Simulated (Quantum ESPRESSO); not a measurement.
**CrSBr: cost and accuracy of the plane-wave cutoff**

Aim: see how far moments and order energies of CrSBr move with the plane-wave cutoff, and what each rung costs.

Calculated with Quantum ESPRESSO 7.5; LDA with U = 3.5 eV on Cr d (ortho-atomic projectors); plane waves with GBRV 1.5 LDA potentials, no spin-orbit coupling (settings of the first rung).

## (1) The structure

Symmetry: Pmmn, No. 59, orthorhombic system. The conventional cell has a = 3.540 Å, b = 4.755 Å, c = 8.394 Å, α = 90.00°, β = 90.00°, γ = 90.00°. Cr has 4 S at 2.39 to 2.42 Å and 2 Br at 2.51 Å nearest. Nearest to S lie 4 Cr at 2.39 to 2.42 Å. Nearest to Br lie 2 Cr at 2.51 Å. Farther neighbours and most contacts between anions are not listed.

The cell comes from Materials Project 2023-11-01, a database of computed structures, and need not be the stable phase.

## (2) Rung 1, start ferro ++

The input, pw.in:

```
&CONTROL
  calculation = 'scf'
  prefix = 'pwscf'
  outdir = './tmp'
  pseudo_dir = './pseudo'
  disk_io = 'nowf'
/
&SYSTEM
  ibrav = 0
  nat = 6
  ntyp = 3
  ecutwfc = 18
  ecutrho = 126
  nbnd = 40
  occupations = 'smearing'
  smearing = 'fd'
  degauss = 0.00734986
  nspin = 2
  starting_magnetization(1) = 0.2143
  starting_magnetization(2) = 0
  starting_magnetization(3) = 0
/
&ELECTRONS
  conv_thr = 1.2d-08
  electron_maxstep = 150
  mixing_beta = 0.3
/
ATOMIC_SPECIES
Cr     51.9961 cr_lda_v1.5.uspp.F.UPF
S      32.0600 s_lda_v1.4.uspp.F.UPF
Br     79.9040 br_lda_v1.4.uspp.F.UPF
CELL_PARAMETERS angstrom
   3.5404561400    0.0000000000    0.0000000000
   0.0000000000    4.7554718500    0.0000000000
   0.0000000000    0.0000000000    8.3940423500
ATOMIC_POSITIONS crystal
Cr      0.5000000000    0.0000000000    0.8787434000
Cr      0.0000000000    0.5000000000    0.1212566000
S       0.5000000000    0.5000000000    0.9295014300
S       0.0000000000    0.0000000000    0.0704985700
Br      0.0000000000    0.0000000000    0.6659578600
Br      0.5000000000    0.5000000000    0.3340421400
K_POINTS automatic
6 6 6 0 0 0
HUBBARD {ortho-atomic}
U Cr-3d 3.5000
```

The run is started by

```console
$ OMP_NUM_THREADS=1 mpirun -n 4 pw.x -nk 4 -in pw.in > pw.out
```

Log:

```text
Program PWSCF v.7.5 starts

     Message from routine setup:
     using ibrav=0 with symmetry is DISCOURAGED, use correct ibrav instead

     K-points division:     npool     =       4
     Subspace diagonalization in iterative solution of the eigenvalue problem:

     bravais-lattice index     =            0
     lattice parameter (alat)  =       6.6905  a.u.
     unit-cell volume          =     953.7193 (a.u.)^3
     number of atoms/cell      =            6
     number of atomic types    =            3
     number of electrons       =        54.00
     number of Kohn-Sham states=           40
     kinetic-energy cutoff     =      18.0000  Ry
     charge density cutoff     =     126.0000  Ry
     scf convergence threshold =      1.2E-08
     mixing beta               =       0.3000
     number of iterations used =            8  plain     mixing
     Exchange-correlation=  SLA  PZ   NOGX NOGC
                           (   1   1   0   0   0   0   0)
     Hubbard projectors: ortho-atomic
     Hubbard parameters of DFT+U (Dudarev formulation) in eV:
     U(Cr-3d) =  3.5000

     Internal variables: lda_plus_u =T, lda_plus_u_kind = 0

     Internal variables: orbital_resolved =F, hub_pot_fix =F, apply_U = F

     celldm(1)=   6.690492  celldm(2)=   0.000000  celldm(3)=   0.000000
     celldm(4)=   0.000000  celldm(5)=   0.000000  celldm(6)=   0.000000

     crystal axes: (cart. coord. in units of alat)
               a(1) = (   1.000000   0.000000   0.000000 )
               a(2) = (   0.000000   1.343181   0.000000 )
               a(3) = (   0.000000   0.000000   2.370893 )

     reciprocal axes: (cart. coord. in units 2 pi/alat)
               b(1) = (  1.000000  0.000000  0.000000 )
               b(2) = (  0.000000  0.744502  0.000000 )
               b(3) = (  0.000000  0.000000  0.421782 )

     PseudoPot. # 1 for Cr read from file:
     cr_lda_v1.5.uspp.F.UPF
     Pseudo is Ultrasoft + core correction, Zval = 14.0

     PseudoPot. # 2 for S  read from file:
     s_lda_v1.4.uspp.F.UPF
     Pseudo is Ultrasoft + core correction, Zval =  6.0

     PseudoPot. # 3 for Br read from file:
     br_lda_v1.4.uspp.F.UPF
     Pseudo is Ultrasoft + core correction, Zval =  7.0

     atomic species   valence    mass     pseudopotential
     Cr               14.00    51.99610     Cr( 1.00)
     S                 6.00    32.06000     S ( 1.00)
     Br                7.00    79.90400     Br( 1.00)

     Starting magnetic structure
     atomic species   magnetization
     Cr              0.214
     S               0.000
     Br              0.000

      8 Sym. Ops., with inversion, found ( 4 have fractional translation)

   Cartesian axes

     site n.     atom                  positions (alat units)
         1        Cr     tau(   1) = (   0.5000000   0.0000000   2.0834065  )
         2        Cr     tau(   2) = (   0.0000000   0.6715903   0.2874864  )
         3        S      tau(   3) = (   0.5000000   0.6715903   2.2037483  )
         4        S      tau(   4) = (   0.0000000   0.0000000   0.1671446  )
         5        Br     tau(   5) = (   0.0000000   0.0000000   1.5789148  )
         6        Br     tau(   6) = (   0.5000000   0.6715903   0.7919781  )

     number of k points=    64  Fermi-Dirac smearing, width (Ry)=  0.0073
                       cart. coord. in units 2pi/alat
        k(    1) = (   0.0000000   0.0000000   0.0000000), wk =   0.0046296
        k(    2) = (   0.0000000   0.0000000   0.0702970), wk =   0.0092593
        k(    3) = (   0.0000000   0.0000000   0.1405940), wk =   0.0092593
        k(    4) = (   0.0000000   0.0000000  -0.2108910), wk =   0.0046296
        k(    5) = (   0.0000000   0.1240836   0.0000000), wk =   0.0092593
        [... 59 further k-points ...]

     Dense  grid:    22727 G-vectors     FFT dimensions: (  24,  36,  60)

     Smooth grid:     9829 G-vectors     FFT dimensions: (  20,  30,  45)

     Check: negative core charge=   -0.000073
     Generating pointlists ...
     new r_m :   0.2788 (alat units)  1.8651 (a.u.) for type    1
     new r_m :   0.2788 (alat units)  1.8651 (a.u.) for type    2
     new r_m :   0.2930 (alat units)  1.9603 (a.u.) for type    3

     Initial potential from superposition of free atoms

     starting charge      51.9999, renormalised to      54.0000

     negative rho (up, down):  2.261E-03 1.447E-03

     STARTING HUBBARD OCCUPATIONS:

     =================== HUBBARD OCCUPATIONS ===================
     ------------------------ ATOM    1 ------------------------
     Tr[ns(  1)] (up, down, total) =   3.40000  0.00000  3.40000
     Atomic magnetic moment for atom   1 =   3.40000
     [... lines left out ...]
     ------------------------ ATOM    2 ------------------------
     Tr[ns(  2)] (up, down, total) =   3.40000  0.00000  3.40000
     Atomic magnetic moment for atom   2 =   3.40000
     [... lines left out ...]
     Number of occupied Hubbard levels =    6.8000

     Atomic wfc used for Hubbard projectors are orthogonalized

     Starting wfcs are   36 randomized atomic wfcs +    4 random wfcs

     Self-consistent Calculation

     iteration #  1     ecut=    18.00 Ry     beta= 0.30
     Davidson diagonalization with overlap
     ethr =  1.00E-02,  avg # of iterations =  5.1

     =================== HUBBARD OCCUPATIONS ===================
     ------------------------ ATOM    1 ------------------------
     Tr[ns(  1)] (up, down, total) =   3.44450  0.36432  3.80882
     Atomic magnetic moment for atom   1 =   3.08018
     [... lines left out ...]
     ------------------------ ATOM    2 ------------------------
     Tr[ns(  2)] (up, down, total) =   3.44450  0.36432  3.80882
     Atomic magnetic moment for atom   2 =   3.08018
     [... lines left out ...]
     Number of occupied Hubbard levels =    7.6176

     negative rho (up, down):  1.193E-03 4.407E-03

     total energy              =    -490.56098138 Ry
     estimated scf accuracy    <       2.22665010 Ry

     total magnetization       =     6.00 Bohr mag/cell
     absolute magnetization    =     6.61 Bohr mag/cell

     iteration #  2     ecut=    18.00 Ry     beta= 0.30
     Davidson diagonalization with overlap
     ethr =  4.12E-03,  avg # of iterations =  2.0

     negative rho (up, down):  0.000E+00 6.019E-03

     total energy              =    -490.94181785 Ry
     estimated scf accuracy    <       0.28436060 Ry

     total magnetization       =     6.04 Bohr mag/cell
     absolute magnetization    =     7.22 Bohr mag/cell

     [... further iterations left out ...]

     iteration # 12     ecut=    18.00 Ry     beta= 0.30
     Davidson diagonalization with overlap
     ethr =  2.19E-10,  avg # of iterations =  2.6

     negative rho (up, down):  0.000E+00 1.154E-02

     total energy              =    -490.98240381 Ry
     estimated scf accuracy    <       0.00000001 Ry

     total magnetization       =     6.00 Bohr mag/cell
     absolute magnetization    =     7.44 Bohr mag/cell

     iteration # 13     ecut=    18.00 Ry     beta= 0.30
     Davidson diagonalization with overlap
     ethr =  2.74E-11,  avg # of iterations =  2.0

     negative rho (up, down):  0.000E+00 1.156E-02

     Magnetic moment per site  (integrated on atomic sphere of radius R)
     atom   1 (R=0.279)  charge= 11.9116  magn=  2.9880
     atom   2 (R=0.279)  charge= 11.9116  magn=  2.9880
     atom   3 (R=0.279)  charge=  4.1059  magn= -0.2042
     atom   4 (R=0.279)  charge=  4.1059  magn= -0.2042
     atom   5 (R=0.293)  charge=  4.7584  magn= -0.0605
     atom   6 (R=0.293)  charge=  4.7584  magn= -0.0605

     End of self-consistent calculation

     =================== HUBBARD OCCUPATIONS ===================
     ------------------------ ATOM    1 ------------------------
     Tr[ns(  1)] (up, down, total) =   3.90851  0.54496  4.45347
     Atomic magnetic moment for atom   1 =   3.36355
     [... lines left out ...]
     ------------------------ ATOM    2 ------------------------
     Tr[ns(  2)] (up, down, total) =   3.90851  0.54496  4.45347
     Atomic magnetic moment for atom   2 =   3.36355
     [... lines left out ...]
     Number of occupied Hubbard levels =    8.9069

     Number of k-points >= 100: set verbosity='high' to print the bands.

     the Fermi energy is     5.0990 ev

!    total energy              =    -490.98240589 Ry
     estimated scf accuracy    <          1.9E-09 Ry
     smearing contrib. (-TS)   =      -0.00041556 Ry
     internal energy E=F+TS    =    -490.98199033 Ry

     The total energy is F=E-TS. E is the sum of the following terms:
     one-electron contribution =    -393.05118052 Ry
     hartree contribution      =     210.64006621 Ry
     xc contribution           =    -112.49634424 Ry
     ewald contribution        =    -196.33329427 Ry
     Hubbard energy            =       0.25876250 Ry

     total magnetization       =     6.00 Bohr mag/cell
     absolute magnetization    =     7.44 Bohr mag/cell

     convergence has been achieved in  13 iterations

=------------------------------------------------------------------------------=
   JOB DONE.
=------------------------------------------------------------------------------=
```

Run time: 32 s. Hardware: 4 MPI ranks of Arm Neoverse V2, shared host; peak memory 0.44 GiB; 2.1 min of CPU time.

Spin moment in the atom's sphere by atom:

```
atom  spin moment in the atom's sphere (μB)
 Cr1                                   2.99
 Cr2                                   2.99
  S3                                  -0.20
  S4                                  -0.20
 Br5                                  -0.06
 Br6                                  -0.06
```

This step gave:

```
magnetization : 6.002 μB
final state   : ferromagnetic
```

## (3) Rung 1, start antiferro +-

Edit pw.in of step 2 so:

```diff
@@ -10,6 +10,6 @@
   nat = 6
-  ntyp = 3
+  ntyp = 4
   ecutwfc = 18
   ecutrho = 126
-  nbnd = 40
+  nbnd = 37
   occupations = 'smearing'
@@ -19,4 +19,5 @@
   starting_magnetization(1) = 0.2143
-  starting_magnetization(2) = 0
+  starting_magnetization(2) = -0.2143
   starting_magnetization(3) = 0
+  starting_magnetization(4) = 0
 /
@@ -28,3 +29,4 @@
 ATOMIC_SPECIES
-Cr     51.9961 cr_lda_v1.5.uspp.F.UPF
+Cr1    51.9961 cr_lda_v1.5.uspp.F.UPF
+Cr2    51.9961 cr_lda_v1.5.uspp.F.UPF
 S      32.0600 s_lda_v1.4.uspp.F.UPF
@@ -36,4 +38,4 @@
 ATOMIC_POSITIONS crystal
-Cr      0.5000000000    0.0000000000    0.8787434000
-Cr      0.0000000000    0.5000000000    0.1212566000
+Cr1     0.5000000000    0.0000000000    0.8787434000
+Cr2     0.0000000000    0.5000000000    0.1212566000
 S       0.5000000000    0.5000000000    0.9295014300
@@ -45,2 +47,3 @@
 HUBBARD {ortho-atomic}
-U Cr-3d 3.5000
+U Cr1-3d 3.5000
+U Cr2-3d 3.5000
```

Log:

```text
     [... lines left out ...]
Program PWSCF v.7.5 starts
     [... lines left out ...]
     number of atoms/cell      =            6
     [... lines left out ...]
     number of electrons       =        54.00
     number of Kohn-Sham states=           37
     kinetic-energy cutoff     =      18.0000  Ry
     charge density cutoff     =     126.0000  Ry
     scf convergence threshold =      1.2E-08
     [... lines left out ...]
      4 Sym. Ops. (no inversion) found
     [... lines left out ...]
     number of k points=    64  Fermi-Dirac smearing, width (Ry)=  0.0073
     [... lines left out ...]
     iteration # 13     ecut=    18.00 Ry     beta= 0.30
     [... lines left out ...]
     Magnetic moment per site  (integrated on atomic sphere of radius R)
     atom   1 (R=0.279)  charge= 11.9084  magn=  2.9518
     atom   2 (R=0.279)  charge= 11.9084  magn= -2.9518
     atom   3 (R=0.279)  charge=  4.1100  magn=  0.0396
     atom   4 (R=0.279)  charge=  4.1100  magn= -0.0396
     atom   5 (R=0.293)  charge=  4.7576  magn= -0.0470
     atom   6 (R=0.293)  charge=  4.7576  magn=  0.0470
     [... lines left out ...]
     Tr[ns(  1)] (up, down, total) =   3.89085  0.55654  4.44738
     [... lines left out ...]
     Tr[ns(  2)] (up, down, total) =   0.55654  3.89085  4.44739
     [... lines left out ...]
     the Fermi energy is     5.0912 ev
!    total energy              =    -490.97537284 Ry
     estimated scf accuracy    <          9.1E-09 Ry
     smearing contrib. (-TS)   =      -0.00038978 Ry
     [... lines left out ...]
     total magnetization       =    -0.00 Bohr mag/cell
     absolute magnetization    =     7.15 Bohr mag/cell
     convergence has been achieved in  13 iterations
```

Elapsed: 27 s, on 4 MPI ranks; peak memory 0.45 GiB.

Spin moment in the atom's sphere by atom:

```
atom  spin moment in the atom's sphere (μB)
 Cr1                                   2.95
 Cr2                                  -2.95
  S3                                   0.04
  S4                                  -0.04
 Br5                                  -0.05
 Br6                                   0.05
```

Read from the output:

```yaml
magnetization: 0 μB
final_state: antiferromagnetic
```

## (4) Rung 2, start ferro ++

The input, pw.in:

```
&CONTROL
  calculation = 'scf'
  prefix = 'pwscf'
  outdir = './tmp'
  pseudo_dir = './pseudo'
  disk_io = 'nowf'
/
&SYSTEM
  ibrav = 0
  nat = 6
  ntyp = 3
  ecutwfc = 24
  ecutrho = 168
  nbnd = 40
  occupations = 'smearing'
  smearing = 'fd'
  degauss = 0.00734986
  nspin = 2
  starting_magnetization(1) = 0.2143
  starting_magnetization(2) = 0
  starting_magnetization(3) = 0
/
&ELECTRONS
  conv_thr = 1.2d-08
  electron_maxstep = 150
  mixing_beta = 0.3
/
ATOMIC_SPECIES
Cr     51.9961 cr_lda_v1.5.uspp.F.UPF
S      32.0600 s_lda_v1.4.uspp.F.UPF
Br     79.9040 br_lda_v1.4.uspp.F.UPF
CELL_PARAMETERS angstrom
   3.5404561400    0.0000000000    0.0000000000
   0.0000000000    4.7554718500    0.0000000000
   0.0000000000    0.0000000000    8.3940423500
ATOMIC_POSITIONS crystal
Cr      0.5000000000    0.0000000000    0.8787434000
Cr      0.0000000000    0.5000000000    0.1212566000
S       0.5000000000    0.5000000000    0.9295014300
S       0.0000000000    0.0000000000    0.0704985700
Br      0.0000000000    0.0000000000    0.6659578600
Br      0.5000000000    0.5000000000    0.3340421400
K_POINTS automatic
6 6 6 0 0 0
HUBBARD {ortho-atomic}
U Cr-3d 3.5000
```

Log:

```text
     [... lines left out ...]
Program PWSCF v.7.5 starts
     [... lines left out ...]
     number of atoms/cell      =            6
     [... lines left out ...]
     number of electrons       =        54.00
     number of Kohn-Sham states=           40
     kinetic-energy cutoff     =      24.0000  Ry
     charge density cutoff     =     168.0000  Ry
     scf convergence threshold =      1.2E-08
     [... lines left out ...]
      8 Sym. Ops., with inversion, found ( 4 have fractional translation)
     [... lines left out ...]
     number of k points=    64  Fermi-Dirac smearing, width (Ry)=  0.0073
     [... lines left out ...]
     iteration # 12     ecut=    24.00 Ry     beta= 0.30
     [... lines left out ...]
     Magnetic moment per site  (integrated on atomic sphere of radius R)
     atom   1 (R=0.279)  charge= 11.8496  magn=  2.9443
     atom   2 (R=0.279)  charge= 11.8496  magn=  2.9443
     atom   3 (R=0.279)  charge=  4.1033  magn= -0.1985
     atom   4 (R=0.279)  charge=  4.1033  magn= -0.1985
     atom   5 (R=0.293)  charge=  4.7559  magn= -0.0545
     atom   6 (R=0.293)  charge=  4.7559  magn= -0.0545
     [... lines left out ...]
     Tr[ns(  1)] (up, down, total) =   3.87414  0.53571  4.40985
     [... lines left out ...]
     Tr[ns(  2)] (up, down, total) =   3.87414  0.53571  4.40985
     [... lines left out ...]
     the Fermi energy is     5.1148 ev
!    total energy              =    -492.14619809 Ry
     estimated scf accuracy    <       0.00000001 Ry
     smearing contrib. (-TS)   =      -0.00043137 Ry
     [... lines left out ...]
     total magnetization       =     6.00 Bohr mag/cell
     absolute magnetization    =     7.36 Bohr mag/cell
     convergence has been achieved in  12 iterations
```

It took 47 s on 4 MPI ranks; peak memory 0.58 GiB; 3.1 min of CPU time.

Read from the output:

- magnetization: 6.002 μB
- final state: ferromagnetic
- largest moment: 2.944 μB

## (5) Rung 2, start antiferro +-

Edit pw.in of step 4 so:

```diff
@@ -10,6 +10,6 @@
   nat = 6
-  ntyp = 3
+  ntyp = 4
   ecutwfc = 24
   ecutrho = 168
-  nbnd = 40
+  nbnd = 37
   occupations = 'smearing'
@@ -19,4 +19,5 @@
   starting_magnetization(1) = 0.2143
-  starting_magnetization(2) = 0
+  starting_magnetization(2) = -0.2143
   starting_magnetization(3) = 0
+  starting_magnetization(4) = 0
 /
@@ -28,3 +29,4 @@
 ATOMIC_SPECIES
-Cr     51.9961 cr_lda_v1.5.uspp.F.UPF
+Cr1    51.9961 cr_lda_v1.5.uspp.F.UPF
+Cr2    51.9961 cr_lda_v1.5.uspp.F.UPF
 S      32.0600 s_lda_v1.4.uspp.F.UPF
@@ -36,4 +38,4 @@
 ATOMIC_POSITIONS crystal
-Cr      0.5000000000    0.0000000000    0.8787434000
-Cr      0.0000000000    0.5000000000    0.1212566000
+Cr1     0.5000000000    0.0000000000    0.8787434000
+Cr2     0.0000000000    0.5000000000    0.1212566000
 S       0.5000000000    0.5000000000    0.9295014300
@@ -45,2 +47,3 @@
 HUBBARD {ortho-atomic}
-U Cr-3d 3.5000
+U Cr1-3d 3.5000
+U Cr2-3d 3.5000
```

Log:

```text
     [... lines left out ...]
Program PWSCF v.7.5 starts
     [... lines left out ...]
     number of atoms/cell      =            6
     [... lines left out ...]
     number of electrons       =        54.00
     number of Kohn-Sham states=           37
     kinetic-energy cutoff     =      24.0000  Ry
     charge density cutoff     =     168.0000  Ry
     scf convergence threshold =      1.2E-08
     [... lines left out ...]
      4 Sym. Ops. (no inversion) found
     [... lines left out ...]
     number of k points=    64  Fermi-Dirac smearing, width (Ry)=  0.0073
     [... lines left out ...]
     iteration # 13     ecut=    24.00 Ry     beta= 0.30
     [... lines left out ...]
     Magnetic moment per site  (integrated on atomic sphere of radius R)
     atom   1 (R=0.279)  charge= 11.8474  magn=  2.9054
     atom   2 (R=0.279)  charge= 11.8478  magn= -2.9055
     atom   3 (R=0.279)  charge=  4.1081  magn=  0.0364
     atom   4 (R=0.279)  charge=  4.1104  magn= -0.0364
     atom   5 (R=0.293)  charge=  4.7532  magn= -0.0430
     atom   6 (R=0.293)  charge=  4.7563  magn=  0.0430
     [... lines left out ...]
     Tr[ns(  1)] (up, down, total) =   3.85519  0.54957  4.40475
     [... lines left out ...]
     Tr[ns(  2)] (up, down, total) =   0.54957  3.85518  4.40474
     [... lines left out ...]
     the Fermi energy is     5.1134 ev
!    total energy              =    -492.13742990 Ry
     estimated scf accuracy    <          8.2E-09 Ry
     smearing contrib. (-TS)   =      -0.00039038 Ry
     [... lines left out ...]
     total magnetization       =     0.00 Bohr mag/cell
     absolute magnetization    =     7.06 Bohr mag/cell
     convergence has been achieved in  13 iterations
```

Run time: 47 s. Hardware: 4 MPI ranks; peak memory 0.58 GiB.

Read from the output:

```yaml
magnetization: 0 μB
final_state: antiferromagnetic
largest_moment: 2.906 μB
```

(Continued in part 2 of 2.)

[Logs and program files are shortened in this print: banners, set-up blocks, solver, clock and traceback lines can be left out without a mark of their own.]

[Logs are printed without paths, hosts, clocks, repeated set-up lines and the standing remarks that a program may print on its own settings, such as how far it seeks lower states.]

[Hosts, paths, dates, database ids (printed as entryN), source tags and the programs' standing remarks are cut or masked in the printed files.]

[Where a cell is said to come from a database of computed structures, the database is the Materials Project.]
